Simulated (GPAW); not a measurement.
# A Ga chain with one S atom in line: converging a transmission, part 2 of 3

Aim: the cheapest settings that leave the conductance of a Ga chain with one S atom in line unchanged.

GPAW 26.7.0; GPAW LCAO, PAW setups; Landauer transmission from Green's functions with principal layers (ASE), zero bias.

So far, transmission at the Fermi level (one spin): step 2 (the reference run) 1.84; step 6 (density threshold: conv = 1e-06) 1.84; step 8 (broadening 1.00e-6 eV) 1.84; step 9 (broadening 0.001 eV) 1.81; step 10 (broadening 0.01 eV) 1.53.

## Step 11: Broadening: eta = 0.05

File run.py:

```python
import json
import numpy as np
from ase import Atoms
from ase.transport.calculators import TransportCalculator
from gpaw import GPAW, FermiDirac
from gpaw.lcao.tools import get_lcao_hamiltonian
from scipy.linalg import eigh

# The junction with lead layers at both ends, along the third cell vector
device = Atoms(
    ['Ga', 'Ga', 'Ga', 'Ga', 'Ga', 'S', 'Ga', 'Ga', 'Ga', 'Ga', 'Ga'],
    positions=[
        [4.50000, 4.50000, 1.27500],
        [4.50000, 4.50000, 3.82500],
        [4.50000, 4.50000, 6.37500],
        [4.50000, 4.50000, 8.92500],
        [4.50000, 4.50000, 11.47500],
        [4.50000, 4.50000, 13.68070],
        [4.50000, 4.50000, 15.88640],
        [4.50000, 4.50000, 18.43640],
        [4.50000, 4.50000, 20.98640],
        [4.50000, 4.50000, 23.53640],
        [4.50000, 4.50000, 26.08640]],
    cell=[[9.0, 0.0, 0.0], [0.0, 9.0, 0.0], [0.0, 0.0, 27.3614]],
    pbc=True)

# One principal layer of the lead: the first 3 atoms of the device
lead = Atoms(
    ['Ga', 'Ga', 'Ga'],
    positions=[
        [4.50000, 4.50000, 1.27500],
        [4.50000, 4.50000, 3.82500],
        [4.50000, 4.50000, 6.37500]],
    cell=[[9.0, 0.0, 0.0], [0.0, 9.0, 0.0], [0.0, 0.0, 7.65]],
    pbc=True)

settings = dict(mode='lcao', basis='szp(dzp)', xc='PBE', h=0.2,
                occupations=FermiDirac(0.1), maxiter=250,
                mixer=dict(beta=0.1, nmaxold=8, weight=100.0),
                convergence=dict(density=0.0001))
energies = np.arange(-3, 3 + 1e-9, 0.075)
eta = 0.05
n1, n2 = 1, 1
# k and -k transmit alike, so half of the mesh across the current serves
mesh = [(i, j) for i in range(n1) for j in range(n2) if (i, j) <= (-i % n1, -j % n2)]
weights = np.array([1 if (i, j) == (-i % n1, -j % n2) else 2 for i, j in mesh]) / (n1 * n2)

# [... helper functions left out ...]
fermi_lead = ground_state(lead, (1, 1, 15), 'lead.txt')
fermi_device = ground_state(device, (1, 1, 3), 'device.txt')
# [... loop over the mesh left out, but for ...]
        # Shift the lead onto the potential of the device's first layer
        shift = ((H[:, 0, 0] - H0[:, 0, 0]) / S0[0, 0]).real.mean()
# [...]
kT = 8.617333e-5 * 77
bias = [0.1, 0.2, 0.5, 1.0, 1.5, 2.0]
# [... integrals and printing left out ...]
```

Command:

```sh
$ OMP_NUM_THREADS=1 OPENBLAS_NUM_THREADS=1 python run.py
```

It took 31 s on 1 thread of Arm Neoverse V1, shared host; peak memory 0.92 GiB.

One spin. Transmission, zone mean against energy, zero at the Fermi level:

energy (eV), transmission, zone mean and a bar from the least value:
```
    -3.00       0.58 #######
    -2.85       0.59 #######
    -2.70       0.60 ########
    -2.55       0.61 ########
    -2.33       0.63 ########
    -2.17       0.66 #########
    -2.02       0.68 #########
    -1.88       0.72 ##########
    -1.73       0.53 ######
    -1.57       0.40 ###
    -1.35       0.27 
    -1.20       0.38 ###
    -1.05       0.44 ####
    -0.90       0.47 #####
    -0.75       0.49 #####
    -0.60       0.50 #####
    -0.38       0.52 ######
    -0.23       0.54 ######
    -0.07       0.72 ##########
     0.00       0.82 #############
     0.07       0.88 ##############
     0.23       0.95 ###############
     0.38       1.00 #################
     0.60       1.07 ##################
     0.75       1.12 ###################
     0.90       1.18 #####################
     1.05       1.24 ######################
     1.20       1.30 #######################
     1.35       1.36 #########################
     1.57       1.44 ##########################
     1.73       1.49 ###########################
     1.88       1.52 ############################
     2.02       1.55 #############################
     2.17       1.58 #############################
     2.33       1.59 ##############################
     2.55       1.60 ##############################
     2.70       1.60 ##############################
     2.85       1.58 ##############################
     3.00       1.56 #############################
```

The conductance, 0.819 G₀, lies 55 % below that of the base run.

## Step 12: Convergence in the broadening

This step: convergence of the conductance (GPAW 26.7.0).

The conductance by log10 of the broadening in eV:

```
log10 of the broadening in eV  conductance (G₀)
                        -6.00              1.84
                        -4.00              1.83
                        -3.00              1.80
                        -2.00              1.52
                        -1.30             0.819
```

## Step 13: Smearing: width = 0.01

Smearing helps the SCF of a metal converge, but it blurs occupations at band edges near the Fermi level.

This step: GPAW LCAO, PAW setups; Landauer transmission from Green's functions with principal layers (ASE), zero bias (GPAW 26.7.0).

run.py: that of step 11 with these lines changed.

```diff
@@ -37,3 +37,3 @@
 settings = dict(mode='lcao', basis='szp(dzp)', xc='PBE', h=0.2,
-                occupations=FermiDirac(0.1), maxiter=250,
+                occupations=FermiDirac(0.01), maxiter=250,
                 mixer=dict(beta=0.1, nmaxold=8, weight=100.0),
@@ -41,3 +41,3 @@
 energies = np.arange(-3, 3 + 1e-9, 0.075)
-eta = 0.05
+eta = 0.0001
 n1, n2 = 1, 1
```

It took 34 s on 1 thread; peak memory 0.92 GiB.

This step gave:

| Item | Value |
| --- | --- |
| conductance | 2.285 G₀ |
| largest coupling past the next principal layer | 5.85e-5 eV |
| largest misfit of the first principal layer | 0.1674 eV |
| shift that aligns the lead | -0.1137 eV |
| transmission at the Fermi level (one spin) | 2.323 |

One spin. Table of transmission, zone mean by energy, zero at the Fermi level:

energy (eV), transmission, zone mean and a bar:
```
    -3.00       0.79 ##########
    -2.77       0.80 ##########
    -2.55       0.82 ###########
    -2.40       0.83 ###########
    -2.17       0.87 ###########
    -1.95       0.95 ############
    -1.80       0.99 #############
    -1.73       0.00 
    -1.57       0.00 
    -1.35       0.36 #####
    -1.12       0.54 #######
    -0.90       0.60 ########
    -0.75       0.63 ########
    -0.53       0.65 ########
    -0.30       0.67 #########
    -0.07       1.95 #########################
     0.00       2.32 ##############################
     0.07       2.11 ###########################
     0.30       1.65 #####################
     0.53       1.73 ######################
     0.75       1.83 ########################
     0.90       1.86 ########################
     1.12       1.92 #########################
     1.35       2.04 ##########################
     1.57       2.18 ############################
     1.73       2.25 #############################
     1.95       2.30 ##############################
     2.17       2.31 ##############################
     2.40       2.30 ##############################
     2.55       2.29 ##############################
     2.77       2.29 ##############################
     3.00       2.26 #############################
```

Not self-consistent under bias; the bias window is split evenly. Table of current through one cell, from the zero-bias transmission by bias:

```
bias (V)  current through one cell, from the zero-bias transmission (μA)
   0.100                                                            17.2
   0.200                                                            32.5
   0.500                                                            64.2
   1.000                                                             109
   1.500                                                             156
   2.000                                                             204
```

The conductance, 2.29 G₀, lies 25 % above that of the base run.

## Step 14: Smearing: width = 0.03

run.py: that of step 13 with these lines changed.

```diff
@@ -37,3 +37,3 @@
 settings = dict(mode='lcao', basis='szp(dzp)', xc='PBE', h=0.2,
-                occupations=FermiDirac(0.01), maxiter=250,
+                occupations=FermiDirac(0.03), maxiter=250,
                 mixer=dict(beta=0.1, nmaxold=8, weight=100.0),
```

Wall time 32 s (1 thread); peak memory 0.92 GiB.

This step gave:

- conductance: 2.194 G₀
- largest coupling past the next principal layer: 5.83e-5 eV
- largest misfit of the first principal layer: 0.1496 eV
- shift that aligns the lead: -0.07600 eV
- transmission at the Fermi level (one spin): 2.218

One spin. Table of transmission, zone mean by energy, zero at the Fermi level:

energy (eV), transmission, zone mean and a bar:
```
    -3.00       0.79 ##########
    -2.85       0.80 ##########
    -2.70       0.81 ##########
    -2.55       0.82 ###########
    -2.33       0.84 ###########
    -2.17       0.87 ###########
    -2.02       0.91 ############
    -1.88       0.98 #############
    -1.80       1.00 #############
    -1.73       0.32 ####
    -1.57       0.00 
    -1.35       0.33 ####
    -1.20       0.49 ######
    -1.05       0.56 #######
    -0.90       0.60 ########
    -0.75       0.63 ########
    -0.60       0.65 ########
    -0.38       0.67 #########
    -0.23       0.70 #########
    -0.07       2.02 ##########################
     0.00       2.22 #############################
     0.07       2.03 ##########################
     0.23       1.71 ######################
     0.38       1.65 #####################
     0.60       1.74 ######################
     0.75       1.80 #######################
     0.90       1.86 ########################
     1.05       1.91 #########################
     1.20       1.98 ##########################
     1.35       2.05 ###########################
     1.57       2.17 ############################
     1.73       2.23 #############################
     1.88       2.28 #############################
     2.02       2.30 ##############################
     2.17       2.32 ##############################
     2.33       2.32 ##############################
     2.55       2.32 ##############################
     2.70       2.31 ##############################
     2.85       2.29 ##############################
     3.00       2.26 #############################
```

Not self-consistent under bias; the bias window is split evenly. Table of current through one cell, from the zero-bias transmission by bias:

| bias (V) | current through one cell, from the zero-bias transmission (μA) |
| --- | --- |
| 0.100 | 16.6 |
| 0.200 | 31.9 |
| 0.500 | 64.5 |
| 1.000 | 110 |
| 1.500 | 156 |
| 2.000 | 203 |

The conductance, 2.19 G₀, lies 20 % above that of the base run.

## Step 15: Varying the smearing: width = 0.2

run.py: that of step 14 with these lines changed.

```diff
@@ -37,3 +37,3 @@
 settings = dict(mode='lcao', basis='szp(dzp)', xc='PBE', h=0.2,
-                occupations=FermiDirac(0.03), maxiter=250,
+                occupations=FermiDirac(0.2), maxiter=250,
                 mixer=dict(beta=0.1, nmaxold=8, weight=100.0),
```

Elapsed: 32 s, on 1 thread; peak memory 0.91 GiB.

The conductance, 1.53 G₀, lies 17 % below that of the base run.

## Step 16: Varying the smearing: width = 0.4

run.py: that of step 15 with these lines changed.

```diff
@@ -37,3 +37,3 @@
 settings = dict(mode='lcao', basis='szp(dzp)', xc='PBE', h=0.2,
-                occupations=FermiDirac(0.2), maxiter=250,
+                occupations=FermiDirac(0.4), maxiter=250,
                 mixer=dict(beta=0.1, nmaxold=8, weight=100.0),
```

Run time: 29 s. Hardware: 1 thread; peak memory 0.92 GiB.

The conductance, 1.19 G₀, lies 35 % below that of the base run.

## Step 17: Convergence in the smearing

This step: convergence of the conductance (GPAW 26.7.0).

Table of conductance by smearing:

```csv
smearing (eV),conductance (G₀)
0.010,2.29
0.030,2.19
0.100,1.83
0.200,1.53
0.400,1.19
```

## Step 18: K-points along the lead: lead_nz = 2

The lead's own mesh along the current sets its density and potential; where the lead is aligned to the junction's end layer, a rigid shift drops out.

This step: GPAW LCAO, PAW setups; Landauer transmission from Green's functions with principal layers (ASE), zero bias (GPAW 26.7.0).

run.py: that of step 16 with these lines changed.

```diff
@@ -37,3 +37,3 @@
 settings = dict(mode='lcao', basis='szp(dzp)', xc='PBE', h=0.2,
-                occupations=FermiDirac(0.4), maxiter=250,
+                occupations=FermiDirac(0.1), maxiter=250,
                 mixer=dict(beta=0.1, nmaxold=8, weight=100.0),
@@ -48,3 +48,3 @@
 # [... helper functions left out ...]
-fermi_lead = ground_state(lead, (1, 1, 15), 'lead.txt')
+fermi_lead = ground_state(lead, (1, 1, 2), 'lead.txt')
 fermi_device = ground_state(device, (1, 1, 3), 'device.txt')
```

The job ended after 29 s (1 thread; peak memory 0.92 GiB).

Numbers from this step:

| Quantity | Value |
| --- | --- |
| conductance | 1.999 G₀ |
| thermopower | 1.520 μV/K |
| largest coupling past the next principal layer | 5.88e-5 eV |
| largest misfit of the first principal layer | 0.1306 eV |
| shift that aligns the lead | -0.05375 eV |
| transmission at the Fermi level (one spin) | 2.013 |

One spin. The transmission, zone mean by energy, zero at the Fermi level:

| energy (eV) | transmission, zone mean |
| --- | --- |
| -3.00 | 0.791 |
| -2.77 | 0.803 |
| -2.55 | 0.819 |
| -2.40 | 0.835 |
| -2.17 | 0.871 |
| -1.95 | 0.941 |
| -1.80 | 0.999 |
| -1.73 | 0.646 |
| -1.57 | 2.2e-5 |
| -1.35 | 0.301 |
| -1.12 | 0.525 |
| -0.90 | 0.601 |
| -0.75 | 0.629 |
| -0.53 | 0.657 |
| -0.30 | 0.678 |
| -0.07 | 2.02 |
| 0.00 | 2.01 |
| 0.07 | 1.79 |
| 0.30 | 1.63 |
| 0.53 | 1.80 |
| 0.75 | 1.84 |
| 0.90 | 1.83 |
| 1.12 | 1.88 |
| 1.35 | 2.03 |
| 1.57 | 2.21 |
| 1.73 | 2.28 |
| 1.95 | 2.32 |
| 2.17 | 2.30 |
| 2.40 | 2.27 |
| 2.55 | 2.27 |
| 2.77 | 2.29 |
| 3.00 | 2.30 |

Not self-consistent under bias; the bias window is split evenly. The current through one cell, from the zero-bias transmission by bias:

```csv
bias (V),"current through one cell, from the zero-bias transmission (μA)"
0.100,15.3
0.200,29.7
0.500,61.5
1.000,107
1.500,155
2.000,202
```

The conductance, 2.00 G₀, lies 9.0 % above that of the base run.

## Step 19: K-points along the lead: lead_nz = 4

run.py: that of step 18 with these lines changed.

```diff
@@ -48,3 +48,3 @@
 # [... helper functions left out ...]
-fermi_lead = ground_state(lead, (1, 1, 2), 'lead.txt')
+fermi_lead = ground_state(lead, (1, 1, 4), 'lead.txt')
 fermi_device = ground_state(device, (1, 1, 3), 'device.txt')
```

Wall time 30 s (1 thread); peak memory 0.92 GiB.

This step gave:

```yaml
conductance: 1.633 G₀
thermopower: -3.396 μV/K
largest_coupling_past_the_next_principal_layer: 5.71e-5 eV
largest_misfit_of_the_first_principal_layer: 0.1348 eV
shift_that_aligns_the_lead: 0.08921 eV
transmission_at_the_fermi_level_one_spin: 1.636
```

One spin. Transmission, zone mean against energy, zero at the Fermi level:

```
energy (eV)  transmission, zone mean
    -3.0000                    0.793
    -2.7750                    0.804
    -2.4750                    0.828
    -2.2500                    0.857
    -2.0250                    0.912
    -1.8000                    0.999
    -1.7250                    0.746
    -1.5000                   7.9e-7
    -1.2750                    0.425
    -0.9750                    0.587
    -0.7500                    0.630
    -0.5250                    0.655
    -0.2250                    0.675
     0.0000                     1.64
     0.1500                     1.92
     0.2250                     1.88
     0.5250                     1.64
     0.7500                     1.73
     0.9750                     1.93
     1.2750                     2.08
     1.5000                     2.12
     1.7250                     2.16
     2.0250                     2.28
     2.2500                     2.35
     2.4000                     2.38
     2.4750                     2.38
     2.7750                     2.32
     3.0000                     2.22
```

Not self-consistent under bias; the bias window is split evenly. Current through one cell, from the zero-bias transmission against bias:

```csv
bias (V),"current through one cell, from the zero-bias transmission (μA)"
0.100,12.6
0.200,25.3
0.500,60.1
1.000,107
1.500,151
2.000,199
```

The conductance, 1.63 G₀, lies 11 % below that of the base run.

## Step 20: K-points along the lead: lead_nz = 8

run.py: that of step 19 with these lines changed.

```diff
@@ -48,3 +48,3 @@
 # [... helper functions left out ...]
-fermi_lead = ground_state(lead, (1, 1, 4), 'lead.txt')
+fermi_lead = ground_state(lead, (1, 1, 8), 'lead.txt')
 fermi_device = ground_state(device, (1, 1, 3), 'device.txt')
```

It took 30 s on 1 thread; peak memory 0.92 GiB.

(Continued in part 3 of 3.)

[Logs are printed without paths, hosts, clocks, repeated set-up lines and the standing remarks that a program may print on its own settings, such as how far it seeks lower states.]

[Hosts, paths, dates, database ids (printed as entryN), source tags and the programs' standing remarks are cut or masked in the printed files.]
